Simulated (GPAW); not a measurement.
# Geometry or basis: what sets the conductance of 1,4-phenylene between two Ir chains, part 2 of 2

How well does 1,4-phenylene between two Ir chains conduct once its atoms have relaxed, and how much do cheaper levels lose?

GPAW 26.7.0; GPAW LCAO, PAW setups; relaxation of the junction within the symmetry of its start, lead ends held (the session's first sound run).

So far, transmission at the Fermi level (one spin): step 3 (GPAW, dzp, PBE, GPAW) 0.810; step 4 (basis szp(dzp), PBE, GPAW) 0.685; step 5 (basis sz(dzp), PBE, GPAW) 0.619; step 6 (LDA) 0.844; step 7 (without the relaxation: geometry = "as built", PBE, GPAW) 0.591.

### Step 10. Basis sz(dzp), potential alignment off

A smaller basis is cheaper in every inversion. Without the shift, lead and junction are matched by their Fermi levels alone.

This step: GPAW LCAO, PAW setups; Landauer transmission from Green's functions with principal layers (ASE), zero bias (GPAW 26.7.0).

run.py

```python
import json
import numpy as np
from ase import Atoms
from ase.transport.calculators import TransportCalculator
from gpaw import GPAW, FermiDirac
from gpaw.lcao.tools import get_lcao_hamiltonian
from scipy.linalg import eigh

# The junction with lead layers at both ends, along the third cell vector
device = Atoms(
    ['Ir', 'Ir', 'Ir', 'Ir', 'Ir', 'Ir', 'Ir', 'Ir', 'C', 'H', 'H', 'C', 'C', 'C', 'C', 'H', 'H', 'C', 'Ir', 'Ir', 'Ir', 'Ir', 'Ir', 'Ir', 'Ir', 'Ir'],
    positions=[
        [5.39909, 4.50000, 1.15000],
        [5.39909, 4.50000, 3.45000],
        [5.39909, 4.50000, 5.75000],
        [5.39909, 4.50000, 8.05000],
        [5.39909, 4.50000, 10.35000],
        [5.39909, 4.50000, 12.65000],
        [5.39909, 4.50000, 14.95000],
        [5.39909, 4.50000, 17.28335],
        [5.39909, 4.50000, 19.31039],
        [7.59275, 4.50000, 19.50943],
        [3.20543, 4.50000, 19.50943],
        [6.62296, 4.50000, 20.05034],
        [4.17523, 4.50000, 20.05034],
        [6.62296, 4.50000, 21.45931],
        [4.17523, 4.50000, 21.45931],
        [7.59275, 4.50000, 22.00022],
        [3.20543, 4.50000, 22.00022],
        [5.39909, 4.50000, 22.19926],
        [5.39909, 4.50000, 24.22630],
        [5.39909, 4.50000, 26.55965],
        [5.39909, 4.50000, 28.85965],
        [5.39909, 4.50000, 31.15965],
        [5.39909, 4.50000, 33.45965],
        [5.39909, 4.50000, 35.75965],
        [5.39909, 4.50000, 38.05965],
        [5.39909, 4.50000, 40.35965]],
    cell=[[10.79818, 0.0, 0.0], [0.0, 9.0, 0.0], [0.0, 0.0, 41.50965]],
    pbc=True)

# One principal layer of the lead: the first 5 atoms of the device
lead = Atoms(
    ['Ir', 'Ir', 'Ir', 'Ir', 'Ir'],
    positions=[
        [5.39909, 4.50000, 1.15000],
        [5.39909, 4.50000, 3.45000],
        [5.39909, 4.50000, 5.75000],
        [5.39909, 4.50000, 8.05000],
        [5.39909, 4.50000, 10.35000]],
    cell=[[10.79818, 0.0, 0.0], [0.0, 9.0, 0.0], [0.0, 0.0, 11.5]],
    pbc=True)

settings = dict(mode='lcao', basis='sz(dzp)', xc='PBE', h=0.2,
                occupations=FermiDirac(0.1), maxiter=250,
                mixer=dict(beta=0.1, nmaxold=8, weight=100.0),
                convergence=dict(density=0.0001))
energies = np.arange(-2, 2 + 1e-9, 0.025)
eta = 0.0001
n1, n2 = 1, 1
# k and -k transmit alike, so half of the mesh across the current serves
mesh = [(i, j) for i in range(n1) for j in range(n2) if (i, j) <= (-i % n1, -j % n2)]
weights = np.array([1 if (i, j) == (-i % n1, -j % n2) else 2 for i, j in mesh]) / (n1 * n2)

# [... helper functions left out ...]
fermi_lead = ground_state(lead, (1, 1, 10), 'lead.txt')
fermi_device = ground_state(device, (1, 1, 2), 'device.txt')
# [... loop over the mesh left out, but for ...]
        # Lead and device are aligned by their Fermi levels alone
        shift = 0.0
# [...]
kT = 8.617333e-5 * 300
bias = [0.1, 0.2, 0.5, 1.0, 1.5, 2.0]
# [... integrals and printing left out ...]
```

On the command line:

```sh
$ OMP_NUM_THREADS=1 OPENBLAS_NUM_THREADS=1 python run.py
```

The job ended after 1.8 min (1 thread of Arm Neoverse V2, shared host; peak memory 1.5 GiB).

This step gave:

```
conductance                                    : 0.6120 G₀
largest coupling past the next principal layer : 1.47e-6 eV
largest misfit of the first principal layer    : 0.06779 eV
shift that aligns the lead                     : 0 eV
basis functions of the junction                : 220
basis functions of a principal layer           : 60
transmission at the Fermi level (one spin)     : 0.6148
```

One spin. Table of transmission, zone mean by energy, zero at the Fermi level:

```csv
energy (eV),"transmission, zone mean"
-2.000,0.676
-1.900,0.650
-1.800,0.629
-1.700,0.610
-1.600,0.594
-1.500,0.580
-1.400,0.566
-1.300,0.553
-1.200,0.541
-1.100,0.526
-1.000,0.510
-0.900,0.497
-0.800,0.489
-0.700,0.487
-0.600,0.490
-0.500,0.500
-0.400,0.516
-0.300,0.536
-0.200,0.572
-0.100,0.620
-0.075,0.622
0.000,0.615
0.100,0.579
0.200,0.550
0.300,0.521
0.400,0.488
0.500,0.455
0.600,0.426
0.700,0.393
0.800,0.345
0.900,0.326
1.000,0.312
1.100,0.298
1.200,0.284
1.300,0.268
1.400,0.248
1.500,0.224
1.600,0.195
1.700,0.158
1.800,0.109
1.900,0.0370
2.000,0.00171
```

Not self-consistent under bias; the bias window is split evenly. Current through one cell, from the zero-bias transmission against bias:

```csv
bias (V),"current through one cell, from the zero-bias transmission (μA)"
0.100,4.73
0.200,9.41
0.500,22.7
1.000,42.4
1.500,60.0
2.000,76.1
```

Table of transmission of the three most open eigenchannels by energy, zero at the Fermi level:

```csv
energy (eV),channel 1,channel 2,channel 3
-2.000,0.590,0.0856,5.1e-4
-1.900,0.565,0.0845,5.9e-4
-1.800,0.545,0.0829,6.8e-4
-1.700,0.529,0.0798,7.8e-4
-1.600,0.517,0.0759,8.8e-4
-1.500,0.506,0.0727,9.8e-4
-1.400,0.494,0.0708,0.00109
-1.300,0.480,0.0711,0.00118
-1.200,0.465,0.0741,0.00127
-1.100,0.448,0.0749,0.00134
-1.000,0.432,0.0750,0.00142
-0.900,0.417,0.0762,0.00152
-0.800,0.407,0.0782,0.00183
-0.700,0.402,0.0804,0.00217
-0.600,0.402,0.0821,0.00255
-0.500,0.409,0.0841,0.00300
-0.400,0.421,0.0860,0.00340
-0.300,0.436,0.0889,0.00423
-0.200,0.451,0.102,0.00971
-0.100,0.464,0.128,0.0175
0.000,0.470,0.128,0.00857
0.100,0.468,0.106,0.00380
0.200,0.457,0.0891,0.00389
0.300,0.438,0.0792,0.00387
0.400,0.414,0.0695,0.00380
0.500,0.388,0.0626,0.00370
0.600,0.364,0.0575,0.00360
0.700,0.343,0.0462,0.00353
0.800,0.326,0.0160,0.00350
0.900,0.312,0.0113,0.00351
1.000,0.299,0.00889,0.00353
1.100,0.288,0.00723,0.00355
1.200,0.275,0.00600,0.00354
1.300,0.260,0.00505,0.00348
1.400,0.241,0.00429,0.00337
1.500,0.217,0.00367,0.00317
1.600,0.189,0.00315,0.00288
1.700,0.153,0.00271,0.00246
1.800,0.105,0.00233,0.00180
1.900,0.0344,0.00200,6.4e-4
2.000,0.00171,1.5e-9,2.6e-11
```

The conductance, 0.612 G₀, lies 24 % below that of the dzp run.

### Step 11. Outcome

```yaml
conductance: 0.806 G₀
transmission_at_the_fermi_level_mean_of_the_spins: 0.810
open_channels_of_the_lead_there: 6
```

In the dzp basis the junction conducts 0.806 G₀ at 300 K, with T = 0.810 a spin at the Fermi level; no smaller basis tried comes within 10 % of that conductance. Relaxation moved atoms by up to 0.050 Å and took the conductance from 0.588 to 0.806 G₀, as a ratio about as much as the step from dzp to the minimal basis. The scatterer reflects about 86 % of the incoming channels at the Fermi level. At the Fermi level the three most open eigenchannels pass 0.58, 0.20 and 0.017. Measured against the first run (dzp), the nearest curve is that of dzp-LDA (r.m.s. 0.019) and the farthest that of sz (0.25). Over the compared runs wall time goes from 134 s (sz) to 269 s (asbuilt), on a shared host. The leads kept an estimated spacing and the cell its length, so the junction may be under some tension or compression. The geometry comes from the orbital basis, which tends to overbind, and kept the symmetry of the start, so a structure of lower symmetry may lie lower. The run had no spin polarisation, so a magnetic state, which chains and small molecules with open shells often have, wasn't tested. Spin-orbit coupling is left out, which matters for the heavy atoms here. Semilocal functionals put molecular levels too near the Fermi level, so such conductances usually come out too high, and chain electrodes have a sharper density of states than real ones. An evenly spaced straight chain is an idealisation: free chains tend to dimerise, zigzag or, where a band edge lies near the Fermi level, turn magnetic. The currents use the zero-bias T(E) throughout, which holds only while the bias is small against the distance to the nearest feature. The thermopower isn't quoted: it samples T(E) farther from the Fermi level than the conductance does, and the energy grid wasn't tested for it.

[Logs are printed without paths, hosts, clocks, repeated set-up lines and the standing remarks that a program may print on its own settings, such as how far it seeks lower states.]

[Hosts, paths, dates, database ids (printed as entryN), source tags and the programs' standing remarks are cut or masked in the printed files.]
